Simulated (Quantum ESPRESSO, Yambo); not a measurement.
# InF3 (R-3c): G0W0 with Yambo, start to end, part 2 of 3

Aim: the G0W0 gap of InF3 (R-3c) on LDA, step by step.

Quantum ESPRESSO 7.5 and Yambo 5.3.0; LDA and many-body steps on it, plane waves. Known limits of the many-body steps: not at the basis limit; no spin-orbit coupling.

So far. Step 2 (Ground state): The gap is indirect, with the least direct gap 0.03 eV higher. Step 3 (Bands along the symmetry lines): The gap is 4.009 eV, as in the run before at this level.

## Step 4: Empty states on the mesh, 4×4×4 mesh, 265 bands

Level of this step: DFT, LDA, plane waves, norm-conserving pseudopotentials (Quantum ESPRESSO).

The sums over transitions need many empty states on a uniform mesh; this step solves for them.

pw.in reads:

```
&control
  calculation = 'nscf'
  prefix = 'x'
  outdir = 'o'
  pseudo_dir = 'pseudo'
/
&system
  ibrav = 0
  nat = 8
  ntyp = 2
  ecutwfc = 80.0
  nbnd = 265
  force_symmorphic = .true.
/
&electrons
  conv_thr = 1e-9
  electron_maxstep = 80
  diago_full_acc = .true.
  diago_thr_init = 5e-6
/
ATOMIC_SPECIES
  In 114.82 In.upf
  F 18.998 F.upf
CELL_PARAMETERS angstrom
  2.6021411829 1.5023469124 4.9075061345
  -2.6021411829 1.5023469124 4.9075061345
  0.0000000000 -3.0046938249 4.9075061345
ATOMIC_POSITIONS crystal
  In 0.5000000000 0.5000000000 0.5000000000
  In 0.0000000000 0.0000000000 0.0000000000
  F 0.3957092200 0.7500000000 0.1042907800
  F 0.7500000000 0.1042907800 0.3957092200
  F 0.8957092200 0.6042907800 0.2500000000
  F 0.2500000000 0.8957092200 0.6042907800
  F 0.6042907800 0.2500000000 0.8957092200
  F 0.1042907800 0.3957092200 0.7500000000
K_POINTS automatic
  4 4 4 0 0 0
```

The run is started by

```sh
> OMP_NUM_THREADS=1 mpirun -n 4 pw.x -nk 4 -in pw.in > pw.out
```

What it wrote:

```text
[banner, memory and clock lines left out]
Program PWSCF v.7.5 starts

     Atomic positions and unit cell read from directory:
     o/x.save/

     Message from routine setup:
     using ibrav=0 with symmetry is DISCOURAGED, use correct ibrav instead

     G-vector sticks info

     bravais-lattice index     =            0
     lattice parameter (alat)  =      10.8740  a.u.
     unit-cell volume          =     776.8010 (a.u.)^3
     number of atoms/cell      =            8
     number of atomic types    =            2
     number of electrons       =        84.00
     number of Kohn-Sham states=          265
     kinetic-energy cutoff     =      80.0000  Ry
     charge density cutoff     =     320.0000  Ry
     Exchange-correlation= SLA  PW   NOGX NOGC
                           (   1   4   0   0   0   0   0)

     celldm(1)=  10.874024  celldm(2)=   0.000000  celldm(3)=   0.000000
     celldm(4)=   0.000000  celldm(5)=   0.000000  celldm(6)=   0.000000

     crystal axes: (cart. coord. in units of alat)
               a(1) = (   0.452209   0.261083   0.852844 )
               a(2) = (  -0.452209   0.261083   0.852844 )
               a(3) = (   0.000000  -0.522166   0.852844 )

     reciprocal axes: (cart. coord. in units 2 pi/alat)
               b(1) = (  1.105683  0.638366  0.390849 )
               b(2) = ( -1.105683  0.638366  0.390849 )
               b(3) = (  0.000000 -1.276733  0.390849 )
     Pseudo is Norm-conserving + core correction, Zval = 21.0
     Generated using ONCVPSP code by D. R. Hamann
     Using radial grid of 1894 points,  6 beta functions with:
     Pseudo is Norm-conserving + core correction, Zval =  7.0
     Generated using ONCVPSP code by D. R. Hamann
     Using radial grid of  824 points,  5 beta functions with:
     In               21.00   114.82000     In( 1.00)
     F                 7.00    18.99800     F ( 1.00)

      6 Sym. Ops., with inversion, found

   Cartesian axes

     site n.     atom                  positions (alat units)
         1        In     tau(   1) = (   0.0000000  -0.0000000   1.2792656  )
         2        In     tau(   2) = (   0.0000000   0.0000000   0.0000000  )
         3        F      tau(   3) = (  -0.1602136   0.2446682   1.0660546  )
         4        F      tau(   4) = (   0.2919957   0.0164149   1.0660546  )
         5        F      tau(   5) = (   0.1317821   0.2610831   1.4924765  )
         6        F      tau(   6) = (  -0.2919957  -0.0164149   1.4924765  )
         7        F      tau(   7) = (   0.1602136  -0.2446682   1.4924765  )
         8        F      tau(   8) = (  -0.1317821  -0.2610831   1.0660546  )

     number of k points=    14
                       cart. coord. in units 2pi/alat
        k(    1) = (   0.0000000   0.0000000   0.0000000), wk =   0.0312500
        k(    2) = (   0.0000000  -0.3191831   0.0977123), wk =   0.1875000
        k(    3) = (   0.0000000   0.6383663  -0.1954246), wk =   0.0937500
[...]
k(   13) = (   0.0000000   0.0000000  -0.5862739), wk =   0.0312500
        k(   14) = (  -0.2764207  -0.7979578   0.0977123), wk =   0.1875000

     Dense  grid:    74873 G-vectors     FFT dimensions: (  64,  64,  64)

     The potential is recalculated from file :
     o/x.save/charge-density

     Starting wfcs are   50 randomized atomic wfcs +  215 random wfcs

     Band Structure Calculation

     End of band structure calculation

          k = 0.0000 0.0000 0.0000 (  9321 PWs)   bands (ev):

  -108.5499-108.5499 -67.1693 -67.1693 -67.1688 -67.1688 -67.1513 -67.1506
   -17.5336 -17.0687 -17.0687 -16.9410 -16.8390 -16.8390  -8.5556  -8.5556
    -8.0755  -8.0755  -8.0509  -7.9059  -7.9001  -7.9001  -7.3455  -7.3455
    -2.7932  -0.7320  -0.7320  -0.3872   1.0025   1.1275   1.1379   1.2684
[...]
[... 22 further rows ...]
[...]
91.0345

          k = 0.0000-0.3192 0.0977 (  9401 PWs)   bands (ev):

  -108.5499-108.5499 -67.1692 -67.1692 -67.1689 -67.1689 -67.1512 -67.1507
[...]
[... 22 further rows ...]
[...]
90.8649

          k = 0.0000 0.6384-0.1954 (  9372 PWs)   bands (ev):

  -108.5499-108.5499 -67.1691 -67.1691 -67.1691 -67.1691 -67.1509 -67.1509
[...]
30.5619  30.5619  31.6013  31.6013  32.9200  32.9200  33.4591  33.4591
     [... 22 further rows ...]
    88.4922  88.4922  89.0400  89.0400  89.9265  89.9265  90.1765  90.1765
    90.4928

          k =-0.2764-0.1596 0.1954 (  9370 PWs)   bands (ev):

     [... further k-points ...]

     highest occupied, lowest unoccupied level (ev):     2.3935    6.4029

     XML data file, pseudopotentials, collected wavefunctions
```

Elapsed: 92 s, on 4 MPI ranks of Arm Neoverse V2, shared host; peak memory 1.1 GiB.

This step gave:

* gap: 4.009 eV
* k of the valence top: 0, -0.5, -0.5
* k of the conduction bottom: 0, 0, 0
* least direct gap: 4.042 eV
* k points computed: 14
* lowest point of the top converged band, above the valence top: 88.0993 eV

On this mesh the gap is 4.009 eV.

## Step 5: Conversion and set-up

This step: Yambo 5.3.0; conversion and set-up on LDA, plane waves, norm-conserving pseudopotentials.

The states are converted to the many-body program's format and the q mesh is built.

The run is started by

```sh
> (cd o/x.save; p2y > p2y.log; mv SAVE ../..); yambo > setup.log
```

What it wrote:

```text
 Yambo, version 5.3.0

 [02] CORE Variables Setup
 =========================

  [02.01] Unit cells
  ==================

  Cell kind             :  Unknown
  Atoms in the cell     :  In  F
  number of In atoms    :  2
  number of F  atoms    :   6

  List of atomic masses
  Mass of In    :  114.8200
  Mass of F     :  18.99800

  List of atomic coordinates    : [cc]
  In1       :   0.0000     -0.94486E-10   13.911      order 1
  In2       :  0.000000  0.000000  0.000000  order 2
  F1       :  -1.74217   2.66053  11.59230  order 3
  F2       :   3.17517   0.17850  11.59230  order 4
  F3       :   1.43300   2.83902  16.22922  order 5
  F4       :  -3.17517  -0.17850  16.22922  order 6
  F5       :   1.74217  -2.66053  16.22922  order 7
  F6       :  -1.43300  -2.83902  11.59230  order 8

  Alat factors          :  9.273843  9.273843  9.273843 [a.u.]
  Direct lattice volume :  776.8010 [a.u.]
  Direct lattice vectors:  A[ 1 ]  A[ 2 ]  A[ 3 ]
   A[ 1 ]:  0.530237  0.306132  1.000000  [iru]
   4.917334  2.839024  9.273843  [cc]
   A[ 2 ]: -0.530237  0.306132  1.000000  [iru]
  -4.917334  2.839024  9.273843  [cc]
   A[ 3 ]:  0.000000 -0.612265  1.000000  [iru]
   0.000000 -5.678048  9.273843  [cc]

  Recip. lattice volume :  0.319323 [a.u.]
  Recip. lattice vectors:  B[ 1 ]  B[ 2 ]  B[ 3 ]
   B[ 1 ]:  0.942975  0.544427  0.333333  [iku]
   0.638881  0.368858  0.225839  [cc]
   B[ 2 ]: -0.942975  0.544427  0.333333  [iku]
  -0.638881  0.368858  0.225839  [cc]
   B[ 3 ]: -0.71843E-17  -1.0889      0.33333      [iku]
  -0.48675E-17 -0.73772      0.22584      [cc]

  [02.02] Symmetries
  ==================

  Inversion symmetry    : yes
  Spatial inversion     : yes
  Inversion index       :   4
  K-space Time-reversal : no
  Magnetic symmetries   : no
  Group table correct   : yes
  Symmetries units      :  [cc]

   [S 1]:   1.0000     -0.74799E-17  0.36578E-17  0.12124E-16   1.0000      0.25198E-16  0.96331E-17  0.75849E-18   1.0000
   [S 2]: -0.50000      0.86603      0.36578E-17 -0.86603     -0.50000      0.25198E-16 -0.58824E-11 -0.10189E-10   1.0000
   [S 3]: -0.50000     -0.86603      0.36578E-17  0.86603     -0.50000      0.25198E-16  0.58824E-11 -0.10189E-10   1.0000
   [S 4]:  -1.0000      0.74799E-17 -0.36578E-17 -0.12124E-16  -1.0000     -0.25198E-16 -0.96331E-17 -0.75849E-18  -1.0000
   [S 5]:  0.50000     -0.86603     -0.36578E-17  0.86603      0.50000     -0.25198E-16  0.58824E-11  0.10189E-10  -1.0000
   [S 6]:  0.50000      0.86603     -0.36578E-17 -0.86603      0.50000     -0.25198E-16 -0.58824E-11  0.10189E-10  -1.0000

  [02.03] Reciprocal space
  ========================

  nG shells         :   5076
  nG charge         :   74873
  nG WFs            :  11321
  nC WFs            :   9408
  G-vecs. in first 80 shells:  [ Number ]
     1    3    9   15   21   27   33   35   47
    53   59   65   71   77   89   95  107  119
[...]
K [12]         [rlu]:  0.250000 -0.500000 -0.250000
[...]
K [13]         [rlu]: -0.500000 -0.500000 -0.500000
         WF components:   9338
  K [14]         [rlu]: -0.25000     -0.12311E-15  0.50000
         WF components:   9375

  [02.05] Energies & Occupations
  ==============================

  [X] === General ===
  [X] Electronic Temperature                        :  0.000000  0.000000 [eV K]
  [X] Bosonic    Temperature                        :  0.000000  0.000000 [eV K]
  [X] Finite Temperature mode                       : no
  [X] El. density                                   :  0.72974E+24 [cm-3]
  [X] Fermi Level                                   :  2.393526 [eV]

  [X] === Gaps and Widths ===
  [X] Conduction Band Min                           :  4.009337 [eV]
  [X] Valence Band Max                              :  0.000000 [eV]
  [X] Filled Bands                                  :   42
  [X] Empty Bands                                   :   43  265
  [X] Direct Gap                                    :  4.041772 [eV]
  [X] Direct Gap localized at k                     :  1
  [X] Indirect Gap                                  :  4.009337 [eV]
  [X] Indirect Gap between kpts                     :   7   1
  [X] Last valence band width                       :  0.129179 [eV]
  [X] 1st conduction band width                     :  3.087633 [eV]

  E @ K [ 1]:  [eV]
  -110.9434 -110.9434  -69.5628  -69.5628  -69.5623  -69.5623  -69.5448  -69.5441
[...]
occ @ K [ 1]
[...]
E @ K [ 2]:  [eV]
[...]
occ @ K [ 2]
[...]
E @ K [ 3]:  [eV]
[...]
occ @ K [ 3]
[...]
E @ K [ 8]:  [eV]
[...]
occ @ K [ 8]
[...]
E @ K [ 9]:  [eV]
[...]
occ @ K [ 9]
[...]
E @ K [10]:  [eV]
[...]
occ @ K [10]
[...]
E @ K [11]:  [eV]
[...]
occ @ K [11]
[...]
E @ K [12]:  [eV]
[...]
occ @ K [12]
[...]
E @ K [13]:  [eV]
[...]
occ @ K [13]
[...]
E @ K [14]:  [eV]
[...]
occ @ K [14]
[...]
0.000000  0.000000  0.000000  0.000000  0.000000  0.000000  0.000000  0.000000
   0.000000  0.000000  0.000000  0.000000  0.000000  0.000000  0.000000  0.000000

 [03] Transferred momenta grid and indexing
 ==========================================

 IBZ Q-points                                      :  14
 BZ  Q-points                                      :   64

 K/Q-points units:
 rlu = crystal or reduced units; cc = cartesian coordinates; iku = interal k-units

 Q [ 1]         [rlu]:  0.000000  0.000000  0.000000
 Q [ 2]         [rlu]: -0.34882E-16 -0.34882E-16  0.25000
 Q [ 3]         [rlu]:  0.49282E-16  0.49282E-16 -0.50000
[...]
Q [ 8]         [rlu]:  0.250000  0.250000  0.250000
 Q [ 9]         [rlu]:  0.250000  0.250000  0.500000
 Q [10]         [rlu]:  0.250000  0.250000 -0.250000
 Q [11]         [rlu]:  0.250000  0.500000  0.500000
 Q [12]         [rlu]:  0.250000  0.500000  0.750000
 Q [13]         [rlu]: -0.500000 -0.500000 -0.500000
 Q [14]         [rlu]: -0.25000     -0.16429E-15 -0.50000

  [03.01] X indexes
  =================

   [03.01.01] Sigma indexes
   ========================

 [06] Game Over & Game summary
```

The job ended after 3 s (1 MPI rank; peak memory 0.25 GiB).

(Continued in part 3 of 3.)

[Paths, hosts, dates, memory and timing lines, banners, echoed tables and standing remarks are left out of the program output.]

[Logs are printed without paths, hosts, clocks, repeated set-up lines and the standing remarks that a program may print on its own settings, such as how far it seeks lower states.]

[Runs of the session that timed out or met a known fault of the program may be left out.]

[Hosts, paths, dates, database ids (printed as entryN), source tags and the programs' standing remarks are cut or masked in the printed files.]
